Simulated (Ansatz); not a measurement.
# Quasiparticle gap of AlN (P6_3mc)

How far does one-shot GW move the PBE gap of AlN (P6_3mc)?

Calculated with Ansatz 0.2.0; PBE, then G0W0 on it, plane waves, PAW.

The database entry behind the starting cell differs from later determinations by our own check (inner coordinate u about 0.002 short), so it need not match the best structure at ambient conditions.

### Step 1. Starting point

The structure is hexagonal, space group P6_3mc (No. 186). The conventional cell has a = 3.113 Å, b = 3.113 Å, c = 4.981 Å, α = 90.00°, β = 90.00°, γ = 120.00°. Nearest to Al lie 4 N at 1.89 Å. Nearest to N lie 4 Al at 1.89 Å. Farther neighbours and most contacts between anions are not listed.

The cell and positions come from the Crystallography Open Database and are kept as given unless a step says otherwise. The default PAW set here is soft_2. Its files were made with PBE.

### Step 2. The PBE band structure

Levels along a band path and on the mesh show where this functional puts the band edges.

This step: DFT, PBE, plane waves, PAW.

File input.yaml:

```yaml
crystal:
  lattice:
    - [3.113, 0.0, 0.0]
    - [-1.5565, 2.695937082, 0.0]
    - [0.0, 0.0, 4.981]
  atoms:
    - { symbol: Al, position: [0.3333333333, 0.6666666667, 0.0] }
    - { symbol: Al, position: [0.6666666667, 0.3333333333, 0.5] }
    - { symbol: "N", position: [0.3333333333, 0.6666666667, 0.38] }
    - { symbol: "N", position: [0.6666666667, 0.3333333333, 0.88] }
kpoints:
  mp_grid: { grid: [12, 12, 6] }
  band_path:
    path:
      - [[0.0, 0.0, 0.0], [0.5, 0.0, 0.0], [0.33333333, 0.33333333, 0.0], [0.0, 0.0, 0.0], [0.0, 0.0, 0.5], [0.5, 0.0, 0.5], [0.33333333, 0.33333333, 0.5], [0.0, 0.0, 0.5]]
      - [[0.5, 0.0, 0.5], [0.5, 0.0, 0.0]]
      - [[0.33333333, 0.33333333, 0.5], [0.33333333, 0.33333333, 0.0]]
    npoints: 10
hamiltonian:
  xc: pbe
scf:
  occupations: { method: fermi_dirac, width: 0.02 }
  n_extra_bands: 5
output:
  eigenvalues: true
  write_density: true
  write_potential: true
  elf: true
  volumetric_format: npy
```

Launch:

```bash
$ ansatz run input.yaml --threads 2 --pin off --max-ram 92160MiB --backend cuda --events-out ev --progress --plain --runs-dir out --devices 1 --max-vram 13GiB  # rebuilt from the run's record
```

Numbers of over 12 decimals in the logs are rounded to 6 here.

The log of the run:

```text
scf.n_extra_bands = 5 over 8 filled bands (N_el = 16.0): the run solves 13 bands
GPUs: using 1 of 1 available (devices: 1).
Engine: ansatz 0.2.0, x86_64-unknown-linux-gnu
Pseudopotentials: kind: paw
Pseudopotential: Al, paw, valence charge 3, recommended cutoff 420 eV (normal), Al.paw.azcp
Pseudopotential: N, paw, valence charge 5, recommended cutoff 420 eV (normal), N.paw.azcp
Functional definition: PBE
  parameter kappa = 0.804
  parameter beta = 0.066725
  exchange = pbe_x(kappa = kappa, mu = beta*pi^2/3)
  correlation = pbe_c(beta = beta)
device memory: the entry about to start is reckoned to put 1.3 GiB on a device that reports 60.2 GiB free (of which the cap on the GPU budget leaves the run 13.0 GiB)
GPU FFT provider: cuFFT
GPU libraries: cuBLAS 13.8.2, cuFFT 12.4.0, cuSOLVER 12.3.4
Crystal: 4 atoms, lattice volume = 41.803 Å³
Basis set: ecut = 420 eV, 809 PW (Γ)
Bands: 13, of which v1, the nominal top of the filled ones, is band 8 counted from 1 (7 counted from 0)
Symmetry: 12 space group operations
Space group: P63mc (ITA 186), of the structure as read, at distance tolerance 3.5e-5 Å
k-points: 76 of 864 (time reversal used)
Non-local potential: Al, projectors of the file, l = 0: 2, l = 1: 2, l = 2: 1
Non-local potential: N, projectors of the file, l = 0: 2, l = 1: 2, l = 2: 1
PAW form: soft (Blöchl's): semilocal exchange-correlation on the pseudo side does not see the compensation charge
PAW one-centre angular grid: Al, 110 points (default); XC on 64 Gauss nodes
PAW one-centre angular grid: N, 110 points (default); XC on 64 Gauss nodes
Initial density: superposition of atomic densities (neutral atoms: chi_scale 0, normalization atom), corrected by the library's trained network
Initial wavefunctions: pseudopotential atomic-orbital guess
GPU buffer pool allocated for 20736 grid points (all kernels)
GPU transforms: local potential and band sums: pruned to the plane-wave sphere, on 24×24×36
Functional: x = pbe(κ = 0.804, μ = 0.219515), c = pbe(β = 0.066725)
SCF iter   1: F=—  HF=-1848.497558 eV  |F-HF|=—  |Δ(HF+E_count)|=         —  Δρ=8.35e-4  dr2=1.45e-4  ethr=1.77e-3  ⟨swp⟩=6.2  Hψ=6565  notcnv=0
preconditioner: auto → none  [insulator: Δε(μ)=4.209 eV  Ē_g=13.790 eV  σ=0.020 eV  W_gap=1.00  n_scr=2 (ndim 8)  ℏωp=23.0 eV  f_vac=0.000  D(μ)=0.00/eV (n_scr^D=0)  ε∞_Penn≈3.8]
SCF iter   2: F=—  HF=-1848.497864 eV  |F-HF|=—  |Δ(HF+E_count)|=   3.06e-4  Δρ=4.00e-4  dr2=2.18e-5  ethr=9.03e-7  ⟨swp⟩=2.3  Hψ=2230  notcnv=0
SCF iter   3: F=—  HF=-1848.497946 eV  |F-HF|=—  |Δ(HF+E_count)|=   8.15e-5  Δρ=6.19e-5  dr2=5.72e-7  ethr=1.36e-7  ⟨swp⟩=2.4  Hψ=1521  notcnv=0  defer=2
iter 4 did not close the SCF: its close was put off for the readings that it lacked (scf_convergence_deferred on its scf_iter line)
SCF iter   4: F=-1848.497948 eV  HF=-1848.497948 eV  |F-HF|=9.37e-9  |Δ(HF+E_count)|=   1.92e-6  Δρ=7.86e-6  dr2=1.07e-8  ethr=3.57e-9  ⟨swp⟩=2.1  Hψ=1507  notcnv=0  defer=2
iter 5 did not close the SCF: its close was put off for the readings that it lacked (scf_convergence_deferred on its scf_iter line)
SCF iter   5: F=-1848.497948 eV  HF=-1848.497948 eV  |F-HF|=8.75e-11  |Δ(HF+E_count)|=   1.10e-8  Δρ=7.98e-7  dr2=1.63e-10  ethr=6.67e-11  ⟨swp⟩=2.4  Hψ=1500  notcnv=0  defer=2
SCF iter   6: F=-1848.497948 eV  HF=-1848.497948 eV  |F-HF|=2.50e-12  |Δ(HF+E_count)|=  2.91e-11  Δρ=1.13e-7  dr2=3.05e-12  ethr=1.02e-12  ⟨swp⟩=3.7  Hψ=4593  notcnv=0
SCF 1 converged in 6 iterations: F = -1848.497948 eV  dr2 = 3.05e-12
  greatest PAW one-centre occupation: 0.788 electrons in one spin orbital (limit 2), on the N atom at site 3 (counted from 0), in its partial waves of l = 0
device memory: the entry about to start is reckoned to put 0.8 GiB on a device that reports 55.7 GiB free (of which the cap on the GPU budget leaves the run 13.0 GiB)
NSCF: frozen V_eff on 93 k-points, pencils in batches of 32, up to order 60
SCF converged after 6 iterations
Free energy (F): -1848.497948 eV
Harris-Foulkes:  -1848.497948 eV  (|F-HF|=2.50e-12)
Internal energy: -1848.497948 eV  (E = F + TS)
E sigma→0 (E₀):  -1848.497948 eV
Fermi energy:    9.232518 eV
--- Per-component energies (eV) ---
  E_band       = 30.374395
  E_kinetic    = 318.954378
  E_local      = -448.269756  (includes V_loc(G=0)·N_el)
  E_nonlocal   = 110.843141
  E_hartree    = 155.685344
  E_xc         = -203.726508
  E_vxc        = -215.996376  (∫ρ·V_xc dr)
  E_paw        = -1190.321472  (= ΣΔE_a)
  E_vpaw       = -46.527868  (= ΣTr[D̂ρ^β])
  E_aug_tail   = 0.000194  (compensation charges beyond the density's cutoff)
  E_ewald      = -591.663270
  E_smearing   = -0.000000  (= −TS)
  E_closure    = -0.000000  (closes the sum)
  Σ components = -1848.497948   (vs F -1848.497948, Δ=0.00e0)
--- Band table (eV; the first three rows and the last of 76) ---
  k-point 0: bands = [... 4 lower, 6.2905, 6.9399, 6.9399, 7.1194, 11.3323, 13.7884, 17.7301, 18.2932, ... 1 higher]
  k-point 1: bands = [... 4 lower, 6.3319, 6.5209, 6.8938, 6.8938, 11.8238, 13.8548, 17.5576, 18.2601, ... 1 higher]
  k-point 2: bands = [... 4 lower, 6.4457, 6.4457, 6.7701, 6.7701, 12.7746, 13.9123, 17.2871, 18.3045, ... 1 higher]
  k-point 75: bands = [... 4 lower, 3.3008, 3.3008, 6.3416, 6.3416, 14.5522, 14.5522, 14.9884, 14.9884, ... 1 higher]
```

The job ended after 2.7 s (1 × NVIDIA H100 80GB HBM3 (shared by 6 runs) with 2 threads of AMD EPYC 7R13 (Zen 3), shared host; peak memory 0.9 GiB; 3 s of CPU time).

In the SCF lines HF is the Harris–Foulkes energy and dr2 the Hartree energy of the density residual, in eV; the loop may stop once dr2 is under the threshold and the program's other checks hold. Hψ counts applications of the Hamiltonian.

Numbers from this step:

| Item | Value |
| --- | --- |
| filled bands | 8 |
| gap | 4.213 eV |
| valence top at | Γ |
| conduction bottom at | Γ |
| least direct gap | 4.213 eV |

Over mesh and path the gap is 4.213 eV, direct, at k = Γ.

Electronic bands along the path, in eV, zero at the top of the highest nominally filled band; v1 is the highest filled band, c1 the lowest empty one:

| point | v4 | v3 | v2 | v1 | c1 | c2 | c3 | c4 |
| --- | --- | --- | --- | --- | --- | --- | --- | --- |
| Γ | -0.83 | -0.18 | -0.18 | 0.00 | 4.21 | 6.67 | 10.61 | 11.17 |
| halfway | -2.43 | -1.54 | -0.43 | -0.38 | 6.21 | 7.62 | 8.09 | 10.05 |
| M | -3.32 | -2.05 | -1.76 | -0.66 | 5.82 | 5.84 | 8.20 | 10.29 |
| halfway | -3.07 | -2.97 | -1.85 | -1.49 | 5.53 | 7.16 | 8.88 | 10.08 |
| K | -3.75 | -2.41 | -2.37 | -2.37 | 5.07 | 8.37 | 9.69 | 9.69 |
| halfway | -3.34 | -1.66 | -0.86 | -0.59 | 6.85 | 7.47 | 8.56 | 9.14 |
| Γ | -0.83 | -0.18 | -0.18 | 0.00 | 4.21 | 6.67 | 10.61 | 11.17 |
| halfway | -0.74 | -0.74 | -0.28 | -0.28 | 5.17 | 6.79 | 10.28 | 11.14 |
| A | -0.51 | -0.51 | -0.51 | -0.51 | 6.47 | 6.47 | 10.35 | 10.35 |
| halfway | -1.57 | -1.57 | -1.01 | -1.01 | 6.55 | 6.55 | 9.52 | 9.52 |
| L | -1.43 | -1.43 | -1.35 | -1.35 | 5.33 | 5.33 | 9.30 | 9.30 |
| halfway | -2.71 | -2.71 | -0.91 | -0.91 | 6.18 | 6.18 | 9.24 | 9.24 |
| H | -3.82 | -3.82 | -0.78 | -0.78 | 7.43 | 7.43 | 7.87 | 7.87 |
| halfway | -1.80 | -1.80 | -1.19 | -1.19 | 6.74 | 6.74 | 9.49 | 9.49 |
| A | -0.51 | -0.51 | -0.51 | -0.51 | 6.47 | 6.47 | 10.35 | 10.35 |
| jump to L | -1.43 | -1.43 | -1.35 | -1.35 | 5.33 | 5.33 | 9.30 | 9.30 |
| halfway | -2.55 | -1.88 | -1.18 | -0.90 | 5.09 | 5.92 | 9.36 | 9.47 |
| M | -3.32 | -2.05 | -1.76 | -0.66 | 5.82 | 5.84 | 8.20 | 10.29 |
| jump to H | -3.82 | -3.82 | -0.78 | -0.78 | 7.43 | 7.43 | 7.87 | 7.87 |
| halfway | -4.41 | -2.90 | -1.46 | -1.46 | 5.91 | 8.22 | 8.69 | 8.69 |
| K | -3.75 | -2.41 | -2.37 | -2.37 | 5.07 | 8.37 | 9.69 | 9.69 |

Electrostatic potential energy in the ac plane at fractional y = 0.333, with atoms of Al and N within 0.2 Å of it. With pseudopotentials it is smooth inside the atoms' cores, unlike the true potential.

Values in eV, 22 rows by 16 columns, each cell a mean:
```
  4   1  -1  -2   0   3   5   4  -9 -27 -37 -39 -31 -15   1   6
  6   4   2   2   3   5   6   0 -21 -39 -39 -39 -39 -28  -6   6
  7   7   5   5   6   7   7  -1 -23 -39 -39 -39 -39 -31  -6   7
  9   9   8   8   8   9   9   4 -13 -32 -38 -39 -35 -20   0   8
 10  10  10  10  10  10  10   8   0 -13 -22 -24 -16  -4   6   9
 10  10  10  10  10  10  10   8   6   2  -2  -3   1   5   8   9
  9  10  10  10  10   9   8   6   4   1  -1  -2   0   3   6   8
  7   9  10  10  10   8   6   1  -4  -7  -8  -8  -7  -5  -1   4
  5   8  10  10   9   7   2  -5  -9  -7  -4  -4  -6  -9  -7   0
  4   8   9  10   8   5  -1  -8  -8  -2   3   3   0  -6  -9  -4
  3   7   9   9   8   5  -2  -8  -6   1   5   5   3  -4  -9  -5
  4   8   9   9   8   5  -1  -8  -7  -1   3   3   1  -5  -9  -3
  6   8   8   8   8   6   2  -5  -8  -7  -4  -3  -6  -8  -7   0
  7   9   9   8   8   8   5   1  -5  -8  -9  -9  -9  -6  -1   4
  9  10  10   9   9   9   8   6   2  -1  -3  -4  -2   1   5   8
 10  10  10  10  10  10  10   9   7   6   5   5   5   7   8   9
 10  10  10  10  10  10  10  10   9   9   8   8   8   9  10  10
  9   9   8   8   8   9   9  10  10  10  10  10  10  10  10  10
  7   6   5   5   6   7   8   9  10  10  10  10  10  10  10   9
  6   3   2   1   2   4   7   9  10  10  10  10  10  10   9   8
  4   1  -2  -2   0   2   5   8   9   9   8   7   8   9   8   7
  3   0  -3  -3  -1   2   5   7   5  -2  -9 -10  -5   3   7   6
```
Columns run along a (3.1 Å; values clipped at the 3rd and 97th percentile), rows up along c (5.0 Å). Atoms in or near the plane, at fractional coordinates: Al at (0.67, 0.50), N at (0.67, 0.88).

ELF in the ac plane at fractional y = 0.333, with atoms of Al and N within 0.2 Å of it. It is the smooth field of the valence electrons, not physical close to the nuclei.

Ten even steps from '0' (0.00) to '9' (0.87):
```
8521379998778999
8521479996325899
8521479985103899
7421368986325898
6311257898778998
5211146899999987
3100125789999986
2100013589999863
1111112346676532
2222221111001111
3444443100000002
6676665200000014
7887887400000026
8888887510000047
8888887630000157
7888877531000257
6777776531101246
5666665321111134
4556543211000112
2344432110000011
1223211111111111
1111111223333221
2111123456666654
5211246788888887
7411368999889998
```
Columns run along a (3.1 Å), rows up along c (5.0 Å). Atoms in or near the plane, at fractional coordinates: Al at (0.67, 0.50), N at (0.67, 0.88).

[end of part 1 of 2]

[Paths, hosts, dates, memory and timing lines, banners, echoed tables and standing remarks are left out of the program output.]

[Logs are printed without paths, hosts, clocks, repeated set-up lines and the standing remarks that a program may print on its own settings, such as how far it seeks lower states.]

[Runs of the session that timed out or met a known fault of the program may be left out.]

[Cells called generated may have been cut or substituted from an entry of the Crystallography Open Database or the Materials Project.]

[Hosts, paths, dates, database ids (printed as entryN), source tags and the programs' standing remarks are cut or masked in the printed files.]

[Where an RPA ε∞ is given, it is that of the G0W0 mesh and is not shown converged in it. Names of k-points follow the symmetry that the program found, which can be lower than the space group named. Band edges on a path are those of the sampled points; other points can move an edge, and change direct to indirect where valleys lie close.]

[Hybrid gaps are those of their k-mesh and are not shown converged in it.]
